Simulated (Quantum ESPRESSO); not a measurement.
## E(M) of MnSi

Wanted: E(M) for MnSi from a parallel start.

Method: PBE; plane waves with GBRV 1.5 PBE potentials, no spin-orbit coupling, in Quantum ESPRESSO 7.5.

### 1. Set-up

Symmetry: P2_13, No. 198, cubic system. Conventional cell: a = 4.558 Å, b = 4.558 Å, c = 4.558 Å, α = 90.00°, β = 90.00°, γ = 90.00°. Nearest to Mn lie 7 Si at 2.31 to 2.55 Å. Si has 7 Mn at 2.31 to 2.55 Å nearest. Farther neighbours are not listed.

The lattice constants were typed from memory of published values and not checked against a source.

### 2. The free run

Contents of pw.in:

```
&CONTROL
  calculation = 'scf'
  prefix = 'pwscf'
  outdir = './tmp'
  pseudo_dir = './pseudo'
  disk_io = 'nowf'
/
&SYSTEM
  ibrav = 0
  celldm(1) = 8
  nat = 8
  ntyp = 2
  ecutwfc = 40
  ecutrho = 280
  nbnd = 57
  occupations = 'smearing'
  smearing = 'fd'
  degauss = 0.00367493
  nspin = 2
  starting_magnetization(1) = 0.2333
  starting_magnetization(2) = 0
/
&ELECTRONS
  conv_thr = 1.6d-08
  electron_maxstep = 150
  mixing_beta = 0.3
/
ATOMIC_SPECIES
Mn     54.9380 mn_pbe_v1.5.uspp.F.UPF
Si     28.0850 si_pbe_v1.uspp.F.UPF
CELL_PARAMETERS alat
   1.0766714595055    0.0000000000000    0.0000000000000
   0.0000000000000    1.0766714595055    0.0000000000000
   0.0000000000000    0.0000000000000    1.0766714595055
ATOMIC_POSITIONS crystal
Mn      0.1370000000    0.1370000000    0.1370000000
Mn      0.6370000000    0.3630000000    0.8630000000
Mn      0.8630000000    0.6370000000    0.3630000000
Mn      0.3630000000    0.8630000000    0.6370000000
Si      0.8450000000    0.8450000000    0.8450000000
Si      0.3450000000    0.6550000000    0.1550000000
Si      0.1550000000    0.3450000000    0.6550000000
Si      0.6550000000    0.1550000000    0.3450000000
K_POINTS automatic
8 8 8 0 0 0
```

On the command line:

```sh
$ OMP_NUM_THREADS=1 mpirun -n 4 pw.x -nk 4 -in pw.in > pw.out
```

What it wrote:

```text
Program PWSCF v.7.5 starts

     Message from routine setup:
     using ibrav=0 with symmetry is DISCOURAGED, use correct ibrav instead

     K-points division:     npool     =       4
     Subspace diagonalization in iterative solution of the eigenvalue problem:

     G-vector sticks info
     --------------------
     sticks:   dense  smooth     PW     G-vecs:    dense   smooth      PW
     Sum        1649     949    293                50685    21879    3695

     Using Slab Decomposition

     bravais-lattice index     =            0
     lattice parameter (alat)  =       8.0000  a.u.
     unit-cell volume          =     639.0275 (a.u.)^3
     number of atoms/cell      =            8
     number of atomic types    =            2
     number of electrons       =        76.00
     number of Kohn-Sham states=           57
     kinetic-energy cutoff     =      40.0000  Ry
     charge density cutoff     =     280.0000  Ry
     scf convergence threshold =      1.6E-08
     mixing beta               =       0.3000
     number of iterations used =            8  plain     mixing
     Exchange-correlation= SLA  PW   PBE  PBE
                           (   1   4   3   4   0   0   0)

     celldm(1)=   8.000000  celldm(2)=   0.000000  celldm(3)=   0.000000
     celldm(4)=   0.000000  celldm(5)=   0.000000  celldm(6)=   0.000000

     crystal axes: (cart. coord. in units of alat)
               a(1) = (   1.076671   0.000000   0.000000 )
               a(2) = (   0.000000   1.076671   0.000000 )
               a(3) = (   0.000000   0.000000   1.076671 )

     reciprocal axes: (cart. coord. in units 2 pi/alat)
               b(1) = (  0.928788  0.000000  0.000000 )
               b(2) = (  0.000000  0.928788  0.000000 )
               b(3) = (  0.000000  0.000000  0.928788 )

     PseudoPot. # 1 for Mn read from file:
     mn_pbe_v1.5.uspp.F.UPF
     Pseudo is Ultrasoft + core correction, Zval = 15.0
     Generated by new atomic code, or converted to UPF format
     Using radial grid of  859 points,  6 beta functions with:
                l(1) =   0
                l(2) =   0
                l(3) =   1
                l(4) =   1
                l(5) =   2
                l(6) =   2
     Q(r) pseudized with  8 coefficients,  rinner =    0.950   0.950   0.950
                                                       0.950   0.950

     PseudoPot. # 2 for Si read from file:
     si_pbe_v1.uspp.F.UPF
     Pseudo is Ultrasoft + core correction, Zval =  4.0
     Generated by new atomic code, or converted to UPF format
     Using radial grid of  899 points,  6 beta functions with:
                l(1) =   0
                l(2) =   0
                l(3) =   1
                l(4) =   1
                l(5) =   2
                l(6) =   2
     Q(r) pseudized with  8 coefficients,  rinner =    0.900   0.900   0.900
                                                       0.900   0.900

     atomic species   valence    mass     pseudopotential
     Mn               15.00    54.93800     Mn( 1.00)
     Si                4.00    28.08500     Si( 1.00)

     Starting magnetic structure
     atomic species   magnetization
     Mn              0.233
     Si              0.000

     12 Sym. Ops. (no inversion) found ( 9 have fractional translation)

   Cartesian axes

     site n.     atom                  positions (alat units)
         1        Mn     tau(   1) = (   0.1475040   0.1475040   0.1475040  )
         2        Mn     tau(   2) = (   0.6858397   0.3908317   0.9291675  )
         3        Mn     tau(   3) = (   0.9291675   0.6858397   0.3908317  )
         4        Mn     tau(   4) = (   0.3908317   0.9291675   0.6858397  )
         5        Si     tau(   5) = (   0.9097874   0.9097874   0.9097874  )
         6        Si     tau(   6) = (   0.3714517   0.7052198   0.1668841  )
         7        Si     tau(   7) = (   0.1668841   0.3714517   0.7052198  )
         8        Si     tau(   8) = (   0.7052198   0.1668841   0.3714517  )

     number of k points=    45  Fermi-Dirac smearing, width (Ry)=  0.0037
                       cart. coord. in units 2pi/alat
        k(    1) = (   0.0000000   0.0000000   0.0000000), wk =   0.0019531
        k(    2) = (   0.0000000   0.0000000   0.1160986), wk =   0.0117188
        k(    3) = (   0.0000000   0.0000000   0.2321971), wk =   0.0117188
        k(    4) = (   0.0000000   0.0000000   0.3482957), wk =   0.0117188
        k(    5) = (   0.0000000   0.0000000  -0.4643942), wk =   0.0058594
        [... 40 further k-points ...]

     Dense  grid:    50685 G-vectors     FFT dimensions: (  48,  48,  48)

     Smooth grid:    21879 G-vectors     FFT dimensions: (  36,  36,  36)

     Check: negative core charge=   -0.000039
     Generating pointlists ...
     new r_m :   0.2246 (alat units)  1.7970 (a.u.) for type    1
     new r_m :   0.2246 (alat units)  1.7970 (a.u.) for type    2

     Initial potential from superposition of free atoms

     starting charge      73.9970, renormalised to      76.0000
     Starting wfcs are   68 randomized atomic wfcs

     Self-consistent Calculation

     iteration #  1     ecut=    40.00 Ry     beta= 0.30
     Davidson diagonalization with overlap
     ethr =  1.00E-02,  avg # of iterations =  4.6

     total energy              =    -881.36559326 Ry
     estimated scf accuracy    <       7.38158196 Ry

     total magnetization       =     6.44 Bohr mag/cell
     absolute magnetization    =     7.70 Bohr mag/cell

     iteration #  2     ecut=    40.00 Ry     beta= 0.30
     Davidson diagonalization with overlap
     ethr =  9.71E-03,  avg # of iterations =  2.2

     total energy              =    -882.95664877 Ry
     estimated scf accuracy    <       3.61960866 Ry

     total magnetization       =     8.09 Bohr mag/cell
     absolute magnetization    =     9.36 Bohr mag/cell

     iteration #  3     ecut=    40.00 Ry     beta= 0.30
     Davidson diagonalization with overlap
     ethr =  4.76E-03,  avg # of iterations =  1.1

     total energy              =    -883.44028468 Ry
     estimated scf accuracy    <       0.10547907 Ry

     total magnetization       =     7.94 Bohr mag/cell
     absolute magnetization    =     9.33 Bohr mag/cell

     [... further iterations left out ...]

     iteration # 23     ecut=    40.00 Ry     beta= 0.30
     Davidson diagonalization with overlap
     ethr =  2.49E-09,  avg # of iterations =  3.1

     total energy              =    -883.48803740 Ry
     estimated scf accuracy    <       0.00000015 Ry

     total magnetization       =     3.97 Bohr mag/cell
     absolute magnetization    =     4.69 Bohr mag/cell

     iteration # 24     ecut=    40.00 Ry     beta= 0.30
     Davidson diagonalization with overlap
     ethr =  2.02E-10,  avg # of iterations =  2.0

     total energy              =    -883.48803730 Ry
     estimated scf accuracy    <       0.00000004 Ry

     total magnetization       =     3.97 Bohr mag/cell
     absolute magnetization    =     4.69 Bohr mag/cell

     iteration # 25     ecut=    40.00 Ry     beta= 0.30
     Davidson diagonalization with overlap
     ethr =  5.54E-11,  avg # of iterations =  2.1

     total energy              =    -883.48803742 Ry
     estimated scf accuracy    <       0.00000010 Ry

     total magnetization       =     3.98 Bohr mag/cell
     absolute magnetization    =     4.69 Bohr mag/cell

     iteration # 26     ecut=    40.00 Ry     beta= 0.30
     Davidson diagonalization with overlap
     ethr =  5.54E-11,  avg # of iterations =  2.0

     Magnetic moment per site  (integrated on atomic sphere of radius R)
     atom   1 (R=0.225)  charge= 12.9915  magn=  1.0203
     atom   2 (R=0.225)  charge= 12.9915  magn=  1.0203
     atom   3 (R=0.225)  charge= 12.9915  magn=  1.0203
     atom   4 (R=0.225)  charge= 12.9915  magn=  1.0203
     atom   5 (R=0.225)  charge=  1.7526  magn= -0.0461
     atom   6 (R=0.225)  charge=  1.7526  magn= -0.0461
     atom   7 (R=0.225)  charge=  1.7526  magn= -0.0461
     atom   8 (R=0.225)  charge=  1.7526  magn= -0.0461

     End of self-consistent calculation

     [... lines left out ...]
     the Fermi energy is    15.5184 ev

!    total energy              =    -883.48803747 Ry
     estimated scf accuracy    <          1.8E-09 Ry
     smearing contrib. (-TS)   =      -0.00260073 Ry
     internal energy E=F+TS    =    -883.48543675 Ry

     The total energy is F=E-TS. E is the sum of the following terms:
     one-electron contribution =    -463.03445560 Ry
     hartree contribution      =     272.46519132 Ry
     xc contribution           =    -124.06898331 Ry
     ewald contribution        =    -568.84718916 Ry

     total magnetization       =     3.97 Bohr mag/cell
     absolute magnetization    =     4.69 Bohr mag/cell

     convergence has been achieved in  26 iterations

=------------------------------------------------------------------------------=
   JOB DONE.
=------------------------------------------------------------------------------=
```

The job ended after 2.8 min (4 MPI ranks of Intel Xeon at 2.70GHz, shared host; peak memory 0.72 GiB).

Spin moment in the atom's sphere by atom:

```
atom  spin moment in the atom's sphere (μB)
 Mn1                                   1.02
 Mn2                                   1.02
 Mn3                                   1.02
 Mn4                                   1.02
 Si5                                  -0.05
 Si6                                  -0.05
 Si7                                  -0.05
 Si8                                  -0.05
```

Read from the output:

```yaml
smearing_term_ts: 0.03538 eV
magnetization: 3.974 μB
absolute_magnetization: 4.691 μB
final_state: ferromagnetic
```

### 3. Moment fixed at 0 μB

The two spin channels are filled to separate Fermi energies, so that the total moment meets the target. Half of the up one less the down one is the slope dE/dM.

Edit pw.in of step 2 so:

```diff
@@ -14,3 +14,3 @@
   ecutrho = 280
-  nbnd = 57
+  nbnd = 54
   occupations = 'smearing'
@@ -19,4 +19,5 @@
   nspin = 2
-  starting_magnetization(1) = 0.2333
+  starting_magnetization(1) = 0.0117
   starting_magnetization(2) = 0
+  tot_magnetization = 0
 /
```

What it wrote:

```text
     [... lines left out ...]
Program PWSCF v.7.5 starts
     [... lines left out ...]
     number of atoms/cell      =            8
     [... lines left out ...]
     number of electrons       =        76.00 (up:  38.00, down:  38.00)
     number of Kohn-Sham states=           54
     kinetic-energy cutoff     =      40.0000  Ry
     charge density cutoff     =     280.0000  Ry
     scf convergence threshold =      1.6E-08
     [... lines left out ...]
     12 Sym. Ops. (no inversion) found ( 9 have fractional translation)
     [... lines left out ...]
     number of k points=    45  Fermi-Dirac smearing, width (Ry)=  0.0037
     [... lines left out ...]
     iteration # 13     ecut=    40.00 Ry     beta= 0.30
     [... lines left out ...]
     Magnetic moment per site  (integrated on atomic sphere of radius R)
     atom   1 (R=0.225)  charge= 12.9931  magn=  0.0000
     atom   2 (R=0.225)  charge= 12.9931  magn=  0.0000
     atom   3 (R=0.225)  charge= 12.9931  magn=  0.0000
     atom   4 (R=0.225)  charge= 12.9931  magn=  0.0000
     atom   5 (R=0.225)  charge=  1.7500  magn= -0.0000
     atom   6 (R=0.225)  charge=  1.7500  magn= -0.0000
     atom   7 (R=0.225)  charge=  1.7500  magn= -0.0000
     atom   8 (R=0.225)  charge=  1.7500  magn= -0.0000
     [... lines left out ...]
     the spin up/dw Fermi energies are    15.4040   15.4041 ev
!    total energy              =    -883.46902036 Ry
     estimated scf accuracy    <          5.1E-10 Ry
     smearing contrib. (-TS)   =      -0.00634220 Ry
     [... lines left out ...]
     total magnetization       =     0.00 Bohr mag/cell
     absolute magnetization    =     0.00 Bohr mag/cell
     convergence has been achieved in  13 iterations
```

Wall time 1.8 min (4 MPI ranks); peak memory 0.7 GiB; 7.2 min of CPU time.

This step gave:

| Property | Result |
| --- | --- |
| magnetization | 0 μB |
| absolute magnetization | 0 μB |
| half the difference of the two Fermi energies | 0 meV |
| largest moment | 0 μB |

### 4. Moment fixed at 0.579 μB

Edit pw.in of step 3 so:

```diff
@@ -21,3 +21,3 @@
   starting_magnetization(2) = 0
-  tot_magnetization = 0
+  tot_magnetization = 0.579
 /
```

What it wrote:

```text
     [... lines left out ...]
Program PWSCF v.7.5 starts
     [... lines left out ...]
     number of atoms/cell      =            8
     [... lines left out ...]
     number of electrons       =        76.00 (up:  38.29, down:  37.71)
     number of Kohn-Sham states=           54
     kinetic-energy cutoff     =      40.0000  Ry
     charge density cutoff     =     280.0000  Ry
     scf convergence threshold =      1.6E-08
     [... lines left out ...]
     12 Sym. Ops. (no inversion) found ( 9 have fractional translation)
     [... lines left out ...]
     number of k points=    45  Fermi-Dirac smearing, width (Ry)=  0.0037
     [... lines left out ...]
     iteration # 14     ecut=    40.00 Ry     beta= 0.30
     [... lines left out ...]
     Magnetic moment per site  (integrated on atomic sphere of radius R)
     atom   1 (R=0.225)  charge= 12.9930  magn=  0.1532
     atom   2 (R=0.225)  charge= 12.9930  magn=  0.1532
     atom   3 (R=0.225)  charge= 12.9930  magn=  0.1532
     atom   4 (R=0.225)  charge= 12.9930  magn=  0.1532
     atom   5 (R=0.225)  charge=  1.7501  magn= -0.0082
     atom   6 (R=0.225)  charge=  1.7501  magn= -0.0082
     atom   7 (R=0.225)  charge=  1.7501  magn= -0.0082
     atom   8 (R=0.225)  charge=  1.7501  magn= -0.0082
     [... lines left out ...]
     the spin up/dw Fermi energies are    15.3732   15.4368 ev
!    total energy              =    -883.46970095 Ry
     estimated scf accuracy    <          3.0E-10 Ry
     smearing contrib. (-TS)   =      -0.00623329 Ry
     [... lines left out ...]
     total magnetization       =     0.58 Bohr mag/cell
     absolute magnetization    =     0.71 Bohr mag/cell
     convergence has been achieved in  14 iterations
```

Wall time 2.1 min (4 MPI ranks); peak memory 0.69 GiB.

Spin moment in the atom's sphere by atom:

```
atom  spin moment in the atom's sphere (μB)
 Mn1                                  0.153
 Mn2                                  0.153
 Mn3                                  0.153
 Mn4                                  0.153
 Si5                                 -0.008
 Si6                                 -0.008
 Si7                                 -0.008
 Si8                                 -0.008
```

Read from the output:

```yaml
magnetization: 0.579 μB
absolute_magnetization: 0.713 μB
half_the_difference_of_the_two_fermi_energies: -31.8 meV
```

### 5. Moment fixed at 1.159 μB

Edit pw.in of step 4 so:

```diff
@@ -19,5 +19,5 @@
   nspin = 2
-  starting_magnetization(1) = 0.0117
+  starting_magnetization(1) = 0.0193
   starting_magnetization(2) = 0
-  tot_magnetization = 0.579
+  tot_magnetization = 1.159
 /
```

What it wrote:

```text
     [... lines left out ...]
Program PWSCF v.7.5 starts
     [... lines left out ...]
     number of atoms/cell      =            8
     [... lines left out ...]
     number of electrons       =        76.00 (up:  38.58, down:  37.42)
     number of Kohn-Sham states=           54
     kinetic-energy cutoff     =      40.0000  Ry
     charge density cutoff     =     280.0000  Ry
     scf convergence threshold =      1.6E-08
     [... lines left out ...]
     12 Sym. Ops. (no inversion) found ( 9 have fractional translation)
     [... lines left out ...]
     number of k points=    45  Fermi-Dirac smearing, width (Ry)=  0.0037
     [... lines left out ...]
     iteration # 12     ecut=    40.00 Ry     beta= 0.30
     [... lines left out ...]
     Magnetic moment per site  (integrated on atomic sphere of radius R)
     atom   1 (R=0.225)  charge= 12.9930  magn=  0.3063
     atom   2 (R=0.225)  charge= 12.9930  magn=  0.3063
     atom   3 (R=0.225)  charge= 12.9930  magn=  0.3063
     atom   4 (R=0.225)  charge= 12.9930  magn=  0.3063
     atom   5 (R=0.225)  charge=  1.7502  magn= -0.0162
     atom   6 (R=0.225)  charge=  1.7502  magn= -0.0162
     atom   7 (R=0.225)  charge=  1.7502  magn= -0.0162
     atom   8 (R=0.225)  charge=  1.7502  magn= -0.0162
     [... lines left out ...]
     the spin up/dw Fermi energies are    15.3466   15.4662 ev
!    total energy              =    -883.47167710 Ry
     estimated scf accuracy    <          2.8E-09 Ry
     smearing contrib. (-TS)   =      -0.00586378 Ry
     [... lines left out ...]
     total magnetization       =     1.16 Bohr mag/cell
     absolute magnetization    =     1.42 Bohr mag/cell
     convergence has been achieved in  12 iterations
```

The job ended after 1.8 min (4 MPI ranks; peak memory 0.63 GiB; 7.2 min of CPU time).

This step gave:

| Quantity | Value |
| --- | --- |
| magnetization | 1.159 μB |
| absolute magnetization | 1.424 μB |
| half the difference of the two Fermi energies | -59.8 meV |
| largest moment | 0.3063 μB |

### 6. E(M)

The runs not shown differ in the target, the start and the number of states alone. The point at 3.97 μB is the free run, entered with slope zero.

Energy over the lowest against total spin moment:

```
total spin moment (μB a cell)  energy over the lowest (meV a cell)
                         0.00                                  259
                         0.58                                  249
                         1.16                                  223
                         1.74                                  182
                         2.32                                  131
                         2.90                                 74.8
                         3.48                                 23.4
                         3.97                                    0
                         4.06                                 1.33
                         4.64                                 36.1
                         5.21                                 78.1
                         5.79                                  122
                         6.37                                  171
```

Table of dE/dM by total spin moment:

```
total spin moment (μB a cell)  dE/dM (meV/μB)
                         0.00         -0.0294
                         0.58           -31.8
                         1.16           -59.8
                         1.74           -79.7
                         2.32           -93.9
                         2.90           -97.7
                         3.48           -73.6
                         3.97               0
                         4.06            30.7
                         4.64            70.6
                         5.21            74.0
                         5.79            79.0
                         6.37            88.1
```

The largest site moment by total spin moment:

```
total spin moment (μB a cell)  largest site moment (μB)
                         0.00                    2.5e-5
                         0.58                     0.153
                         1.16                     0.306
                         1.74                     0.458
                         2.32                     0.609
                         2.90                     0.757
                         3.48                     0.901
                         3.97                      1.02
                         4.06                      1.04
                         4.64                      1.19
                         5.21                      1.34
                         5.79                      1.48
                         6.37                      1.63
```

### 7. Outcome

```yaml
moment_of_the_free_run: 3.97 μB a cell
energy_at_zero_total_moment: 259 meV a cell over the lowest
```

In words: At zero total moment the site moments vanish, so the 259 meV a cell is the energy of forming them. The points show one minimum alone. All runs start parallel; opposed orders may lie lower.

[Logs and program files are shortened in this print: banners, set-up blocks, solver, clock and traceback lines can be left out without a mark of their own.]

[Logs are printed without paths, hosts, clocks, repeated set-up lines and the standing remarks that a program may print on its own settings, such as how far it seeks lower states.]

[Hosts, paths, dates, database ids (printed as entryN), source tags and the programs' standing remarks are cut or masked in the printed files.]

[Where a cell is said to come from a database of computed structures, the database is the Materials Project.]
